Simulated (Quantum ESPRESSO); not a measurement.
# CoO: the choice of pseudopotential set, part 2 of 2

Aim: see how far moments and order energies of CoO move with the pseudopotential set, and what each rung costs.

Quantum ESPRESSO 7.5; PBE with U = 3.5 eV on Co d (ortho-atomic projectors); plane waves with GBRV 1.5 PBE potentials, no spin-orbit coupling (settings of the first rung).

So far, largest spin moment in the atom's sphere (μB): step 2 (rung 1, start ferro +, PBE GBRV, Quantum ESPRESSO) 2.61; step 3 (rung 1, start antiferro q=(0,0,1/2) +-, PBE GBRV, Quantum ESPRESSO) 2.55; step 4 (rung 2, start ferro +, PBE, Quantum ESPRESSO) 2.61; step 5 (rung 2, start antiferro q=(0,0,1/2) +-, PBE, Quantum ESPRESSO) 2.55.

### 8. Rung 4, start ferro +

Level of this step: PBE with U = 3.5 eV on Co d (ortho-atomic projectors); plane waves with SPMS 1.0 PBE potentials, no spin-orbit coupling (Quantum ESPRESSO).

File pw.in:

```
&CONTROL
  calculation = 'scf'
  prefix = 'pwscf'
  outdir = './tmp'
  pseudo_dir = './pseudo'
  disk_io = 'nowf'
/
&SYSTEM
  ibrav = 0
  nat = 2
  ntyp = 2
  ecutwfc = 70
  nbnd = 20
  occupations = 'smearing'
  smearing = 'fd'
  degauss = 0.00367493
  nspin = 2
  starting_magnetization(1) = 0.1765
  starting_magnetization(2) = 0
/
&ELECTRONS
  conv_thr = 4d-09
  electron_maxstep = 150
  mixing_beta = 0.3
/
ATOMIC_SPECIES
Co     58.9332 27_Co_17_1.6_2.2_pbe_n_v1.0.upf
O      15.9990 08_O_6_1.2_1.4_pbe_n_v1.0.upf
CELL_PARAMETERS angstrom
   0.0000000000    2.1315000000    2.1315000000
   2.1315000000    0.0000000000    2.1315000000
   2.1315000000    2.1315000000    0.0000000000
ATOMIC_POSITIONS crystal
Co      0.0000000000    0.0000000000    0.0000000000
O       0.5000000000    0.5000000000    0.5000000000
K_POINTS automatic
8 8 8 0 0 0
HUBBARD {ortho-atomic}
U Co-3d 3.5000
```

On the command line:

```bash
$ OMP_NUM_THREADS=1 mpirun -n 2 pw.x -nk 2 -in pw.in > pw.out
```

Output:

```text
     [... lines left out ...]
Program PWSCF v.7.5 starts
     [... lines left out ...]
     number of atoms/cell      =            2
     [... lines left out ...]
     number of electrons       =        23.00
     number of Kohn-Sham states=           20
     kinetic-energy cutoff     =      70.0000  Ry
     charge density cutoff     =     280.0000  Ry
     scf convergence threshold =      4.0E-09
     [... lines left out ...]
     48 Sym. Ops., with inversion, found
     [... lines left out ...]
     number of k points=    29  Fermi-Dirac smearing, width (Ry)=  0.0037
     [... lines left out ...]
     iteration # 14     ecut=    70.00 Ry     beta= 0.30
     [... lines left out ...]
     Magnetic moment per site  (integrated on atomic sphere of radius R)
     atom   1 (R=0.292)  charge= 14.6188  magn=  2.5123
     atom   2 (R=0.292)  charge=  5.7847  magn=  0.2505
     [... lines left out ...]
     Tr[ns(  1)] (up, down, total) =   4.97059  2.40285  7.37344
     [... lines left out ...]
     the Fermi energy is    14.0884 ev
!    total energy              =    -316.15216206 Ry
     estimated scf accuracy    <          5.6E-10 Ry
     smearing contrib. (-TS)   =      -0.00294665 Ry
     [... lines left out ...]
     total magnetization       =     2.88 Bohr mag/cell
     absolute magnetization    =     2.90 Bohr mag/cell
     convergence has been achieved in  14 iterations
```

It took 11 s on 2 MPI ranks of Arm Neoverse V1, shared host; peak memory 0.14 GiB.

Numbers from this step:

```
magnetization  : 2.88 μB
final state    : ferromagnetic
largest moment : 2.512 μB
```

### 9. Rung 4, start antiferro q=(0,0,1/2) +-

File pw.in:

```
&CONTROL
  calculation = 'scf'
  prefix = 'pwscf'
  outdir = './tmp'
  pseudo_dir = './pseudo'
  disk_io = 'nowf'
/
&SYSTEM
  ibrav = 0
  nat = 4
  ntyp = 3
  ecutwfc = 70
  nbnd = 32
  occupations = 'smearing'
  smearing = 'fd'
  degauss = 0.00367493
  nspin = 2
  starting_magnetization(1) = 0.1765
  starting_magnetization(2) = -0.1765
  starting_magnetization(3) = 0
/
&ELECTRONS
  conv_thr = 8d-09
  electron_maxstep = 150
  mixing_beta = 0.3
/
ATOMIC_SPECIES
Co1    58.9332 27_Co_17_1.6_2.2_pbe_n_v1.0.upf
Co2    58.9332 27_Co_17_1.6_2.2_pbe_n_v1.0.upf
O      15.9990 08_O_6_1.2_1.4_pbe_n_v1.0.upf
CELL_PARAMETERS angstrom
   0.0000000000    2.1315000000    2.1315000000
   2.1315000000    0.0000000000    2.1315000000
   4.2630000000    4.2630000000    0.0000000000
ATOMIC_POSITIONS crystal
Co1     0.0000000000    0.0000000000    0.0000000000
Co2     0.0000000000    0.0000000000    0.5000000000
O       0.5000000000    0.5000000000    0.2500000000
O       0.5000000000    0.5000000000    0.7500000000
K_POINTS automatic
8 8 4 0 0 0
HUBBARD {ortho-atomic}
U Co1-3d 3.5000
U Co2-3d 3.5000
```

Output:

```text
     [... lines left out ...]
Program PWSCF v.7.5 starts
     [... lines left out ...]
     number of atoms/cell      =            4
     [... lines left out ...]
     number of electrons       =        46.00
     number of Kohn-Sham states=           32
     kinetic-energy cutoff     =      70.0000  Ry
     charge density cutoff     =     280.0000  Ry
     scf convergence threshold =      8.0E-09
     [... lines left out ...]
     12 Sym. Ops., with inversion, found
     [... lines left out ...]
     number of k points=    35  Fermi-Dirac smearing, width (Ry)=  0.0037
     [... lines left out ...]
     iteration # 19     ecut=    70.00 Ry     beta= 0.30
     [... lines left out ...]
     Magnetic moment per site  (integrated on atomic sphere of radius R)
     atom   1 (R=0.292)  charge= 14.6192  magn=  2.5097
     atom   2 (R=0.292)  charge= 14.6192  magn= -2.5097
     atom   3 (R=0.292)  charge=  5.7839  magn= -0.0000
     atom   4 (R=0.292)  charge=  5.7839  magn= -0.0000
     [... lines left out ...]
     Tr[ns(  1)] (up, down, total) =   4.97499  2.39918  7.37417
     [... lines left out ...]
     Tr[ns(  2)] (up, down, total) =   2.39916  4.97499  7.37415
     [... lines left out ...]
     the Fermi energy is    14.0839 ev
!    total energy              =    -632.30964799 Ry
     estimated scf accuracy    <          3.8E-09 Ry
     smearing contrib. (-TS)   =      -0.00540431 Ry
     [... lines left out ...]
     total magnetization       =    -0.00 Bohr mag/cell
     absolute magnetization    =     5.38 Bohr mag/cell
     convergence has been achieved in  19 iterations
```

Elapsed: 61 s, on 2 MPI ranks; peak memory 0.27 GiB; 2 min of CPU time.

Numbers from this step:

```yaml
magnetization: 0 μB
final_state: antiferromagnetic
largest_moment: 2.510 μB
```

### 10. Rung 5, start ferro +

File pw.in:

```
&CONTROL
  calculation = 'scf'
  prefix = 'pwscf'
  outdir = './tmp'
  pseudo_dir = './pseudo'
  disk_io = 'nowf'
/
&SYSTEM
  ibrav = 0
  nat = 2
  ntyp = 2
  ecutwfc = 96
  nbnd = 20
  occupations = 'smearing'
  smearing = 'fd'
  degauss = 0.00367493
  nspin = 2
  starting_magnetization(1) = 0.1765
  starting_magnetization(2) = 0
/
&ELECTRONS
  conv_thr = 4d-09
  electron_maxstep = 150
  mixing_beta = 0.3
/
ATOMIC_SPECIES
Co     58.9332 Co.upf
O      15.9990 O.upf
CELL_PARAMETERS angstrom
   0.0000000000    2.1315000000    2.1315000000
   2.1315000000    0.0000000000    2.1315000000
   2.1315000000    2.1315000000    0.0000000000
ATOMIC_POSITIONS crystal
Co      0.0000000000    0.0000000000    0.0000000000
O       0.5000000000    0.5000000000    0.5000000000
K_POINTS automatic
8 8 8 0 0 0
HUBBARD {ortho-atomic}
U Co-3d 3.5000
```

Output:

```text
     [... lines left out ...]
Program PWSCF v.7.5 starts
     [... lines left out ...]
     number of atoms/cell      =            2
     [... lines left out ...]
     number of electrons       =        23.00
     number of Kohn-Sham states=           20
     kinetic-energy cutoff     =      96.0000  Ry
     charge density cutoff     =     384.0000  Ry
     scf convergence threshold =      4.0E-09
     [... lines left out ...]
     48 Sym. Ops., with inversion, found
     [... lines left out ...]
     number of k points=    29  Fermi-Dirac smearing, width (Ry)=  0.0037
     [... lines left out ...]
     iteration # 12     ecut=    96.00 Ry     beta= 0.30
     [... lines left out ...]
     Magnetic moment per site  (integrated on atomic sphere of radius R)
     atom   1 (R=0.292)  charge= 14.6031  magn=  2.5622
     atom   2 (R=0.292)  charge=  5.7907  magn=  0.2750
     [... lines left out ...]
     Tr[ns(  1)] (up, down, total) =   4.98199  2.37131  7.35330
     [... lines left out ...]
     the Fermi energy is    13.4037 ev
!    total energy              =    -338.94871199 Ry
     estimated scf accuracy    <          4.0E-10 Ry
     smearing contrib. (-TS)   =      -0.00282549 Ry
     [... lines left out ...]
     total magnetization       =     2.95 Bohr mag/cell
     absolute magnetization    =     2.97 Bohr mag/cell
     convergence has been achieved in  12 iterations
```

The job ended after 21 s (2 MPI ranks; peak memory 0.18 GiB; 41 s of CPU time).

This step gave:

| Property | Result |
| --- | --- |
| magnetization | 2.949 μB |
| final state | ferromagnetic |
| largest moment | 2.562 μB |

### 11. Rung 5, start antiferro q=(0,0,1/2) +-

File pw.in:

```
&CONTROL
  calculation = 'scf'
  prefix = 'pwscf'
  outdir = './tmp'
  pseudo_dir = './pseudo'
  disk_io = 'nowf'
/
&SYSTEM
  ibrav = 0
  nat = 4
  ntyp = 3
  ecutwfc = 96
  nbnd = 32
  occupations = 'smearing'
  smearing = 'fd'
  degauss = 0.00367493
  nspin = 2
  starting_magnetization(1) = 0.1765
  starting_magnetization(2) = -0.1765
  starting_magnetization(3) = 0
/
&ELECTRONS
  conv_thr = 8d-09
  electron_maxstep = 150
  mixing_beta = 0.3
/
ATOMIC_SPECIES
Co1    58.9332 Co.upf
Co2    58.9332 Co.upf
O      15.9990 O.upf
CELL_PARAMETERS angstrom
   0.0000000000    2.1315000000    2.1315000000
   2.1315000000    0.0000000000    2.1315000000
   4.2630000000    4.2630000000    0.0000000000
ATOMIC_POSITIONS crystal
Co1     0.0000000000    0.0000000000    0.0000000000
Co2     0.0000000000    0.0000000000    0.5000000000
O       0.5000000000    0.5000000000    0.2500000000
O       0.5000000000    0.5000000000    0.7500000000
K_POINTS automatic
8 8 4 0 0 0
HUBBARD {ortho-atomic}
U Co1-3d 3.5000
U Co2-3d 3.5000
```

Output:

```text
     [... lines left out ...]
Program PWSCF v.7.5 starts
     [... lines left out ...]
     number of atoms/cell      =            4
     [... lines left out ...]
     number of electrons       =        46.00
     number of Kohn-Sham states=           32
     kinetic-energy cutoff     =      96.0000  Ry
     charge density cutoff     =     384.0000  Ry
     scf convergence threshold =      8.0E-09
     [... lines left out ...]
     12 Sym. Ops., with inversion, found
     [... lines left out ...]
     number of k points=    35  Fermi-Dirac smearing, width (Ry)=  0.0037
     [... lines left out ...]
     iteration # 18     ecut=    96.00 Ry     beta= 0.30
     [... lines left out ...]
     Magnetic moment per site  (integrated on atomic sphere of radius R)
     atom   1 (R=0.292)  charge= 14.6088  magn=  2.5254
     atom   2 (R=0.292)  charge= 14.6087  magn= -2.5255
     atom   3 (R=0.292)  charge=  5.7859  magn= -0.0000
     atom   4 (R=0.292)  charge=  5.7859  magn= -0.0000
     [... lines left out ...]
     Tr[ns(  1)] (up, down, total) =   4.97597  2.38903  7.36500
     [... lines left out ...]
     Tr[ns(  2)] (up, down, total) =   2.38897  4.97597  7.36494
     [... lines left out ...]
     the Fermi energy is    13.3867 ev
!    total energy              =    -677.90270831 Ry
     estimated scf accuracy    <          7.8E-09 Ry
     smearing contrib. (-TS)   =      -0.00522111 Ry
     [... lines left out ...]
     total magnetization       =    -0.00 Bohr mag/cell
     absolute magnetization    =     5.40 Bohr mag/cell
     convergence has been achieved in  18 iterations
```

It took 2.1 min on 2 MPI ranks; peak memory 0.37 GiB.

This step gave:

| Property | Result |
| --- | --- |
| magnetization | 0 μB |
| final state | antiferromagnetic |
| largest moment | 2.525 μB |

### 12. An input with a fault

One input was spoiled on purpose, to see how the program answers.

File pw.in:

```
&CONTROL
  calculation = 'scf'
  prefix = 'pwscf'
  outdir = './tmp'
  pseudo_dir = './pseudo'
  disk_io = 'nowf'
/
&SYSTEM
  ibrav = 0
  nat = 2
  ntyp = 2
  ecutwfc = 40
  ecutrho = 60
  nbnd = 20
  occupations = 'smearing'
  smearing = 'fd'
  degauss = 0.00367493
  nspin = 2
  starting_magnetization(1) = 0.1765
  starting_magnetization(2) = 0
/
&ELECTRONS
  conv_thr = 4d-09
  electron_maxstep = 100
  mixing_beta = 0.3
/
ATOMIC_SPECIES
Co     58.9332 co_pbesol_v1.2.uspp.F.UPF
O      15.9990 o_pbesol_v1.2.uspp.F.UPF
CELL_PARAMETERS angstrom
   0.0000000000    2.1315000000    2.1315000000
   2.1315000000    0.0000000000    2.1315000000
   2.1315000000    2.1315000000    0.0000000000
ATOMIC_POSITIONS crystal
Co      0.0000000000    0.0000000000    0.0000000000
O       0.5000000000    0.5000000000    0.5000000000
K_POINTS automatic
8 8 8 0 0 0
HUBBARD {ortho-atomic}
U Co-3d 3.5000
```

Output:

```text
     [... lines left out ...]
Program PWSCF v.7.5 starts
     Message from routine set_cutoff:
     [... lines left out ...]
     number of atoms/cell      =            2
     [... lines left out ...]
     number of electrons       =        23.00
     number of Kohn-Sham states=           20
     kinetic-energy cutoff     =      40.0000  Ry
     charge density cutoff     =      60.0000  Ry
     scf convergence threshold =      4.0E-09
     [... lines left out ...]
     48 Sym. Ops., with inversion, found
     [... lines left out ...]
     number of k points=    29  Fermi-Dirac smearing, width (Ry)=  0.0037
     [... lines left out ...]
     iteration #100     ecut=    40.00 Ry     beta= 0.30
     [... lines left out ...]
     estimated scf accuracy    <       0.01626902 Ry
     total magnetization       =     1.00 Bohr mag/cell
     absolute magnetization    =     1.67 Bohr mag/cell
     [... lines left out ...]
     convergence NOT achieved after 100 iterations: stopping
[key lines of the parts left out:]
total energy              =    -330.45194635 Ry
```

Elapsed: 24 s, on 2 MPI ranks; peak memory 0.11 GiB.

Residual by cycle:

cycle, log10 residual and a bar from the least value:
```
        1        1.9 ##############################
       10       -2.6 ##
       19       -1.9 ######
       28       -1.8 #######
       37       -2.9 
       46       -2.8 #
       55       -2.8 #
       64       -2.4 ###
       73       -2.1 #####
       82       -2.4 ###
       91       -1.0 ############
      100       -0.7 ##############
```

The run stopped without converging, so none of its numbers is a property of the system.

After 100 cycles the residual stands at 0.22, with no steady fall over the second half. The cap of 100 cycles in the input ended the loop.

The fault put into the input: a density cutoff far too low.

### 13. The rungs together

Ladder, by row:

```csv
rung,potentials,cutoff (eV),state from the first start,state from the second start,second less first (meV a seeded atom),"moment, first (μB)","moment, second (μB)",CPU time (s)
1,GBRV 1.5 PBE,544,ferromagnetic,antiferromagnetic,-39.04,2.608,2.55,117.2
2,SSSP 1.3 efficiency PBE,748,ferromagnetic,antiferromagnetic,-41.29,2.607,2.549,190.7
4,SPMS 1.0 PBE,952,ferromagnetic,antiferromagnetic,-36.22,2.512,2.51,145.2
5,PseudoDojo 0.4.1 SR PBE standard,1306,ferromagnetic,antiferromagnetic,-35.95,2.562,2.525,292
```

### 14. Results

```
range of the largest moment, first start : 2.51 to 2.61 μB; second start 2.51 to 2.55 μB
range of CPU time                        : 2 min to 4.9 min
range of the energy difference           : -41.3 to -35.9 meV a seeded atom
```

What this shows: For the first start the sets give moments from 2.51 to 2.61 μB and differences from -41.3 to -35.9 meV; norm-conserving files need about twice the cutoff of ultrasoft ones, and no set is the reference. The smearing term is large for its width, so states at the Fermi level are partly filled: at this level the cell is a metal or has a gap of a few widths at most. Degenerate orbitals of a corrected shell are partly filled. Whether a state of lower symmetry lies under this one was not tested; under a U it often does.

[Long decimals in the printed logs are rounded to 6 places.]

[Logs and program files are shortened in this print: banners, set-up blocks, solver, clock and traceback lines can be left out without a mark of their own.]

[Logs are printed without paths, hosts, clocks, repeated set-up lines and the standing remarks that a program may print on its own settings, such as how far it seeks lower states.]

[Hosts, paths, dates, database ids (printed as entryN), source tags and the programs' standing remarks are cut or masked in the printed files.]

[Where the starting crystal was built by hand or by swapping elements, it need not be the compound's stable phase.]

[Where a cell is said to come from a database of computed structures, the database is the Materials Project.]

[Lattice constants that a cell's source calls measured were typed from memory.]
